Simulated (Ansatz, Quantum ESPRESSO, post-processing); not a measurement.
# In2O2, 1 layer in an electric field, part 5 of 6

How does In2O2, 1 layer respond to a gate-like field without added charge?

Quantum ESPRESSO 7.5; plane-wave DFT, vdW-DF-cx, GBRV ultrasoft pseudopotentials made under PBE; geometry and cross-check by Ansatz 0.2.0 with PAW datasets.

So far. Step 11 (Ground state: field 0.3 V/Å): The dipole goes from -0.0000 to 0.0951 e Å, 0.3171 e Å per V/Å. Step 12 (Electrostatic potential): The slope in the vacuum is 0.300 eV/Å for an applied 0.30 V/Å, as it should be.

**13. Band structure: field 0.3 V/Å**

The input, f3.bands.in:

```
&control
  prefix = 'f3.bands'
  outdir = './out'
  pseudo_dir = './pseudo'
  calculation = 'bands'
  tefield = .true.
  dipfield = .true.
/
&system
  ibrav = 0
  nat = 4
  ntyp = 2
  ecutwfc = 40
  ecutrho = 200
  input_dft = 'vdw-df-cx'
  occupations = 'smearing'
  smearing = 'fd'
  degauss = 0.004
  edir = 3
  emaxpos = 0.97
  eopreg = 0.04
  eamp = 0.00583407
  nbnd = 25
/
&electrons
  conv_thr = 1e-07
  mixing_beta = 0.4
  electron_maxstep = 120
  mixing_mode = 'local-TF'
/
ATOMIC_SPECIES
  O   15.9990  o_pbe_v1.2.uspp.F.UPF
  In  114.8180  in_pbe_v1.4.uspp.F.UPF
CELL_PARAMETERS angstrom
  3.44804118932824 0.00000000000000 0.00000000000000
  -1.72402059466412 2.98609126325336 0.00000000000000
  0.00000000000000 0.00000000000000 21.67363734690000
ATOMIC_POSITIONS crystal
  O   0.333333333333 0.666666666667 0.397671114817
  In  -0.000000000000 -0.000000000000 0.434061861208
  In  0.000000000000 -0.000000000000 0.565937940511
  O   0.333333333333 0.666666666667 0.602329083465
K_POINTS crystal_b
4
  0.0000000000 0.0000000000 0.0000000000 14
  0.5000000000 0.0000000000 0.0000000000 14
  0.3333333333 0.3333333333 0.0000000000 14
  0.0000000000 0.0000000000 0.0000000000 1
```

Run with:

```console
> cp -r out/f3.save out/f3.bands.save
> cp out/f3.xml out/f3.bands.xml
> OMP_NUM_THREADS=1 mpirun -n 4 pw.x -nk 4 -in f3.bands.in > f3.bands.out
```

Output:

```text
[banner, memory and clock lines left out]
Program PWSCF v.7.5 starts
[citation notice left out]

[...]
bravais-lattice index     =            0
     lattice parameter (alat)  =       6.5159  a.u.
     unit-cell volume          =    1505.9270 (a.u.)^3
     number of atoms/cell      =            4
     number of atomic types    =            2
     number of electrons       =        38.00
     number of Kohn-Sham states=           25
     kinetic-energy cutoff     =      40.0000  Ry
     charge density cutoff     =     200.0000  Ry
     Exchange-correlation= VDW-DF-CX
                           (   1   4  27   0   1   0   0)

[...]
PseudoPot. # 1 for O  read from file:
     ./pseudo/o_pbe_v1.2.uspp.F.UPF
     Pseudo is Ultrasoft + core correction, Zval =  6.0
     Generated by new atomic code, or converted to UPF format
     Using radial grid of  737 points,  5 beta functions with:
                l(1) =   0
                l(2) =   0
                l(3) =   1
                l(4) =   1
                l(5) =   2
     Q(r) pseudized with  8 coefficients,  rinner =    0.900   0.900   0.900
                                                       0.900   0.900

     PseudoPot. # 2 for In read from file:
     ./pseudo/in_pbe_v1.4.uspp.F.UPF
     Pseudo is Ultrasoft + core correction, Zval = 13.0
     Generated by new atomic code, or converted to UPF format
     Using radial grid of  889 points,  6 beta functions with:
                l(1) =   0
                l(2) =   0
                l(3) =   1
                l(4) =   1
                l(5) =   2
                l(6) =   2
     Q(r) pseudized with  6 coefficients,  rinner =    1.400   1.400   1.400
                                                       1.400   1.400

     atomic species   valence    mass     pseudopotential
     O                 6.00    15.99900     O ( 1.00)
     In               13.00   114.81800     In( 1.00)

     No symmetry found

[...]
number of k points=    43  Fermi-Dirac smearing, width (Ry)=  0.0040
[...]
Dense  grid:    71963 G-vectors     FFT dimensions: (  30,  30, 192)

     Smooth grid:    51363 G-vectors     FFT dimensions: (  27,  27, 180)

     The potential is recalculated from file :
     ./out/f3.bands.save/charge-density

     negative rho (up, down):  2.903E-04 0.000E+00

     %%%%%%%%%%%%%%%%%%%%%%%%%%%%%%%%%%%%%%%%%%%%%%%%%%%%%%%%%%%%%%%%%%%%%%%%
     %                                                                      %
     % You are using vdW-DF, which was implemented by the Thonhauser group. %
     % possible and the two reviews that describe the various versions:     %
     %                                                                      %
     %                                                                      %
     % If you are calculating stress with vdW-DF, please also cite:         %
     %                                                                      %
     %                                                                      %
     %%%%%%%%%%%%%%%%%%%%%%%%%%%%%%%%%%%%%%%%%%%%%%%%%%%%%%%%%%%%%%%%%%%%%%%%

     %%%%%%%%%%%%%%%%%%%%%%%%%%%%%%%%%%%%%%%%%%%%%%%%%%%%%%%%%%%%%%%%%%%%%%%%
     %                                                                      %
     %  vdW-DF NEWS:                                                        %
     %                                                                      %
     %  * vdW-DF3 is now available. DOI: 10.1021/acs.jctc.0c00471           %
     %    use with input_dft = 'vdW-DF3-opt1' or 'vdW-DF3-opt2'             %
     %                                                                      %
     %  * Unscreened and range-separated hybrid vdW-DF-cx functionals       %
     %    DOI: 10.1063/1.4986522 and 10.1088/1361-648X/ac2ad2               %
     %    use with input_dft = 'vdW-DF-cx0'    and 'vdW-DF-ahcx'            %
     %  * Unscreened and range-separated hybrid vdW-DF2-b86r functionals    %
     %    DOI: 10.1063/1.4986522 and DOI: 10.1103/PhysRevX.12.041003        %
     %    use with input_dft = 'vdW-DF2-br0' and 'vdW-DF2-ahbr'             %
     %                                                                      %
     %%%%%%%%%%%%%%%%%%%%%%%%%%%%%%%%%%%%%%%%%%%%%%%%%%%%%%%%%%%%%%%%%%%%%%%%

     Adding external electric field

     Computed dipole along edir(3) :
        Dipole                0.1798 Ry au,          0.4570 Debye
        Dipole field          0.0015 Ry au,

        E field amplitude [Ha a.u.]:  5.8341E-03
        Potential amp.        0.3408 Ry
        Total length         39.3189 bohr

     Starting wfcs are   26 randomized atomic wfcs

     Band Structure Calculation
     Davidson diagonalization with overlap

     ethr =  2.63E-10,  avg # of iterations = 36.5

     End of band structure calculation

          k = 0.0000 0.0000 0.0000 (  6515 PWs)   bands (ev):

   -19.7970 -19.7061 -15.6496 -15.6496 -15.5835 -15.5835 -15.5695 -15.3762
   -15.3762 -15.2019 -15.2019 -15.0758  -7.8988  -5.0311  -3.8691  -3.8691
    -3.7685  -3.7685  -2.8792  -1.8002   1.1299   2.3195   3.2980   4.1856
     4.9713

          k = 0.0357 0.0206 0.0000 (  6523 PWs)   bands (ev):

   -19.7950 -19.7042 -15.6552 -15.6462 -15.5848 -15.5800 -15.5528 -15.3775
   -15.3763 -15.2054 -15.2023 -15.0694  -7.8847  -5.0406  -3.9263  -3.8804
    -3.8226  -3.7795  -2.8523  -1.7305   1.1704   2.3413   3.3179   4.2043
     4.9899

[...]
```

Wall time 33 s (4 MPI ranks of Arm Neoverse V2, shared host); peak memory 0.37 GiB.

This step gave:

| Property | Result |
| --- | --- |
| valence top, on the run's zero | -2.145 eV |

Band numbers count within the set of bands kept for display. The electronic bands at the labelled points (eV, zero at the highest filled level of the SCF mesh; v1 is the highest filled band, c1 the lowest empty one):

| point | v4 | v3 | v2 | v1 | c1 | c2 | c3 | c4 |
| --- | --- | --- | --- | --- | --- | --- | --- | --- |
| Γ | -1.72 | -1.62 | -1.62 | -0.73 | 0.35 | 3.28 | 4.47 | 5.44 |
| halfway | -2.18 | -2.17 | -2.06 | -0.30 | 2.19 | 4.32 | 5.48 | 5.77 |
| M | -2.61 | -2.48 | -1.97 | -0.22 | 2.36 | 4.11 | 5.39 | 6.84 |
| halfway | -3.09 | -2.28 | -1.87 | -0.12 | 2.85 | 4.54 | 5.88 | 5.97 |
| K | -3.66 | -2.10 | -1.81 | 0.00 | 3.40 | 4.52 | 4.92 | 6.54 |
| halfway | -2.49 | -2.41 | -2.07 | -0.24 | 2.65 | 4.66 | 5.45 | 5.89 |
| Γ | -1.72 | -1.62 | -1.62 | -0.73 | 0.35 | 3.28 | 4.47 | 5.44 |

Upper empty bands that drop with the field can be states of the vacuum, held by the sawtooth; they depend on the cell's width.

Along this path the valence top lies at K and the conduction bottom at Γ.

**14. Valence density**

The density shows how far the electrons spill into the vacuum.

The input, f0.rho.in:

```
&inputpp
  prefix = 'f0'
  outdir = './out'
  filplot = 'f0.rho.dat'
  plot_num = 0
/
```

Run with:

```console
> OMP_NUM_THREADS=1 mpirun -n 4 pp.x -in f0.rho.in > f0.rho.out
```

Output:

```text
[banner, memory and clock lines left out]
Program POST-PROC v.7.5 starts

          URL

     ./out/f0.save/

     IMPORTANT: XC functional enforced from input :
     Exchange-correlation= VDW-DF-CX
                           (   1   4  27   0   1   0   0)
     Any further DFT definition will be discarded
     Please, verify this is what you really want

     negative rho (up, down):  2.917E-04 0.000E+00

     %%%%%%%%%%%%%%%%%%%%%%%%%%%%%%%%%%%%%%%%%%%%%%%%%%%%%%%%%%%%%%%%%%%%%%%%
     %                                                                      %
     % You are using vdW-DF, which was implemented by the Thonhauser group. %
     % possible and the two reviews that describe the various versions:     %
     %                                                                      %
     %                                                                      %
     % If you are calculating stress with vdW-DF, please also cite:         %
     %                                                                      %
     %                                                                      %
     %%%%%%%%%%%%%%%%%%%%%%%%%%%%%%%%%%%%%%%%%%%%%%%%%%%%%%%%%%%%%%%%%%%%%%%%

     %%%%%%%%%%%%%%%%%%%%%%%%%%%%%%%%%%%%%%%%%%%%%%%%%%%%%%%%%%%%%%%%%%%%%%%%
     %                                                                      %
     %  vdW-DF NEWS:                                                        %
     %                                                                      %
     %  * vdW-DF3 is now available. DOI: 10.1021/acs.jctc.0c00471           %
     %    use with input_dft = 'vdW-DF3-opt1' or 'vdW-DF3-opt2'             %
     %                                                                      %
     %  * Unscreened and range-separated hybrid vdW-DF-cx functionals       %
     %    DOI: 10.1063/1.4986522 and 10.1088/1361-648X/ac2ad2               %
     %    use with input_dft = 'vdW-DF-cx0'    and 'vdW-DF-ahcx'            %
     %  * Unscreened and range-separated hybrid vdW-DF2-b86r functionals    %
     %    DOI: 10.1063/1.4986522 and DOI: 10.1103/PhysRevX.12.041003        %
     %    use with input_dft = 'vdW-DF2-br0' and 'vdW-DF2-ahbr'             %
     %                                                                      %
     %%%%%%%%%%%%%%%%%%%%%%%%%%%%%%%%%%%%%%%%%%%%%%%%%%%%%%%%%%%%%%%%%%%%%%%%

     Adding external electric field

     Computed dipole along edir(3) :
        Dipole               -0.0000 Ry au,         -0.0000 Debye
        Dipole field         -0.0000 Ry au,

        Potential amp.        0.0000 Ry
        Total length         39.3189 bohr

     Calling punch_plot, plot_num =   0
     Writing data to file  f0.rho.dat
     Message from routine chdens:
     namelist plot not found or invalid, exiting

Note: The following floating-point exceptions are signalling: IEEE_UNDERFLOW_FLAG
Note: The following floating-point exceptions are signalling: IEEE_UNDERFLOW_FLAG
Note: The following floating-point exceptions are signalling: IEEE_UNDERFLOW_FLAG
Note: The following floating-point exceptions are signalling: IEEE_UNDERFLOW_FLAG
```

The job ended after 14 s (4 MPI ranks; peak memory 0.21 GiB).

This step gave:

```
electrons by integration : 38.00 e
```

Mean over planes. The valence density, planar mean by z:

| z (Å) | valence density, planar mean (e/Å³) |
| --- | --- |
| 5.5 | 5.9e-5 |
| 6.0 | 2.7e-4 |
| 6.5 | 0.00122 |
| 7.0 | 0.00578 |
| 7.5 | 0.0327 |
| 8.0 | 0.199 |
| 8.5 | 0.736 |
| 9.0 | 1.04 |
| 9.5 | 1.14 |
| 10.0 | 0.398 |
| 10.5 | 0.119 |
| 11.0 | 0.103 |
| 11.5 | 0.228 |
| 12.0 | 0.922 |
| 12.5 | 1.15 |
| 13.0 | 0.853 |
| 13.5 | 0.362 |
| 14.0 | 0.0602 |
| 14.5 | 0.0104 |
| 15.0 | 0.00207 |
| 15.5 | 4.5e-4 |
| 16.0 | 9.8e-5 |

Valence density in the ca plane at fractional y = 0.667, with atoms of O within 0.2 Å of it. It is the smooth field of the valence electrons, not physical close to the nuclei.

Values in e/Å³, 5 rows by 16 columns, each cell a mean:
```
0.0 0.0 0.0 0.0 0.0 0.0 0.0 0.1 0.4 0.2 0.2 0.4 0.1 0.0 0.0 0.0
0.0 0.0 0.0 0.0 0.0 0.0 0.0 0.2 0.3 0.1 0.1 0.3 0.2 0.0 0.0 0.0
0.0 0.0 0.0 0.0 0.0 0.0 0.1 2.1 1.3 0.1 0.1 0.8 2.5 0.1 0.0 0.0
0.0 0.0 0.0 0.0 0.0 0.0 0.1 3.3 1.9 0.1 0.1 1.2 4.0 0.2 0.0 0.0
0.0 0.0 0.0 0.0 0.0 0.0 0.0 0.5 0.4 0.1 0.1 0.3 0.5 0.1 0.0 0.0
```
Columns run along c (16.0 Å, from fractional 0.05 to 0.78 of the cell), rows up along a (3.4 Å). Atoms in or near the plane, at fractional coordinates: O at (0.40, 0.33), O at (0.60, 0.33).

The density integrates to 38.000 electrons, as the 38 of the input ask.

**15. Valence density**

The input, f2.rho.in:

```
&inputpp
  prefix = 'f2'
  outdir = './out'
  filplot = 'f2.rho.dat'
  plot_num = 0
/
```

Run with:

```console
> OMP_NUM_THREADS=1 mpirun -n 4 pp.x -in f2.rho.in > f2.rho.out
```

Run time: 14 s. Hardware: 4 MPI ranks; peak memory 0.2 GiB; 57 s of CPU time.

**16. Charge moved by a field of 0.2 V/Å**

This step gave:

* largest charge moved across a plane: 0.001102 e/Å²
* dipole step: -1.115 eV

The planar mean oscillates, so the rows of the table below give means over windows of 0.5 Å about each position, cut where the curve ends. Its maxima inside the range that stand out by 2 % of the span (Å: e/Å³): 7.90: 7.3e-4, 8.80: 4.7e-4, 10.39: 1.7e-4, 12.30: 1.1e-4, 13.09: -2.1e-4. Its minima: 8.47: 2.0e-4, 9.37: -1.1e-4, 11.29: -1.7e-4, 12.87: -4.7e-4, 13.77: -7.4e-4.

Planar mean against z; means over each step:

| z (Å) | planar mean (e/Å³) |
| --- | --- |
| 3.0 | 3.9e-8 |
| 3.5 | 1.2e-7 |
| 4.0 | 3.8e-7 |
| 4.5 | 1.2e-6 |
| 5.0 | 3.7e-6 |
| 5.5 | 1.1e-5 |
| 6.0 | 3.3e-5 |
| 6.5 | 8.6e-5 |
| 7.0 | 2.1e-4 |
| 7.5 | 5.0e-4 |
| 8.0 | 6.6e-4 |
| 8.5 | 3.0e-4 |
| 9.0 | 2.8e-4 |
| 9.5 | -6.4e-5 |
| 10.0 | 5.2e-5 |
| 10.5 | 1.3e-4 |
| 11.0 | -7.5e-5 |
| 11.5 | -1.1e-4 |
| 12.0 | 4.1e-5 |
| 12.5 | -1.1e-4 |
| 13.0 | -3.3e-4 |
| 13.5 | -5.5e-4 |
| 14.0 | -6.1e-4 |
| 14.5 | -2.8e-4 |
| 15.0 | -1.1e-4 |
| 15.5 | -4.1e-5 |
| 16.0 | -1.4e-5 |
| 16.5 | -4.3e-6 |
| 17.0 | -1.3e-6 |
| 17.5 | -3.8e-7 |
| 18.0 | -1.1e-7 |
| 18.5 | -3.2e-8 |

Table of running integral, electrons below z by z:

| z (Å) | running integral, electrons below z (e/Å²) |
| --- | --- |
| 3.5 | 5.7e-8 |
| 4.0 | 1.8e-7 |
| 4.5 | 5.6e-7 |
| 5.0 | 1.8e-6 |
| 5.5 | 5.4e-6 |
| 6.0 | 1.6e-5 |
| 6.5 | 4.6e-5 |
| 7.0 | 1.2e-4 |
| 7.5 | 3.1e-4 |
| 8.0 | 6.4e-4 |
| 8.5 | 8.4e-4 |
| 9.0 | 0.00102 |
| 9.5 | 0.00102 |
| 10.0 | 0.00101 |
| 10.5 | 0.00108 |
| 11.0 | 0.00109 |
| 11.5 | 0.00102 |
| 12.0 | 0.00101 |
| 12.5 | 0.00103 |
| 13.0 | 8.5e-4 |
| 13.5 | 6.7e-4 |
| 14.0 | 3.2e-4 |
| 14.5 | 1.3e-4 |
| 15.0 | 4.6e-5 |
| 15.5 | 1.6e-5 |
| 16.0 | 4.8e-6 |
| 16.5 | 1.4e-6 |
| 17.0 | 4.3e-7 |
| 17.5 | 1.2e-7 |
| 18.0 | 3.6e-8 |

**17. Polarisability from the dipole between 0 and 0.1 V/A**

Read from the output:

| Property | Result |
| --- | --- |
| change of slope in the vacuum | 0.10000 eV/Å |
| polarisability a cell | 4.563 Å³ |
| sheet polarisability 4πα/A | 5.569 Å |

Change of the potential energy, second field less first against z:

| z (Å) | change of the potential energy, second field less first (eV) |
| --- | --- |
| 0 | -0.402 |
| 1 | -0.705 |
| 2 | -0.605 |
| 3 | -0.505 |
| 4 | -0.405 |
| 5 | -0.305 |
| 6 | -0.205 |
| 7 | -0.109 |
| 8 | -0.0365 |
| 9 | -0.0110 |
| 10 | -0.00346 |
| 11 | 9.6e-5 |
| 12 | 0.00635 |
| 13 | 0.0161 |
| 14 | 0.0554 |
| 15 | 0.141 |
| 16 | 0.239 |
| 17 | 0.338 |
| 18 | 0.438 |
| 19 | 0.538 |
| 20 | 0.638 |
| 21 | 0.733 |

**18. Dipole against field**

Dipole along the normal, dipole moment against applied field:

| applied field (V/Å) | dipole along the normal, dipole moment (e·Å) |
| --- | --- |
| 0.000 | 0 |
| 0.100 | 0.0317 |
| 0.200 | 0.0634 |
| 0.300 | 0.0951 |

(Part 5 of 6 ends here.)

[Logs are printed without paths, hosts, clocks, repeated set-up lines and the standing remarks that a program may print on its own settings, such as how far it seeks lower states.]

[Hosts, paths, dates, database ids (printed as entryN), source tags and the programs' standing remarks are cut or masked in the printed files.]

[Maps of the electrostatic potential energy from Ansatz leave out the sawtooth potential of an applied field or a dipole correction, so their vacuum need not be flat; planar profiles and work functions include it.]
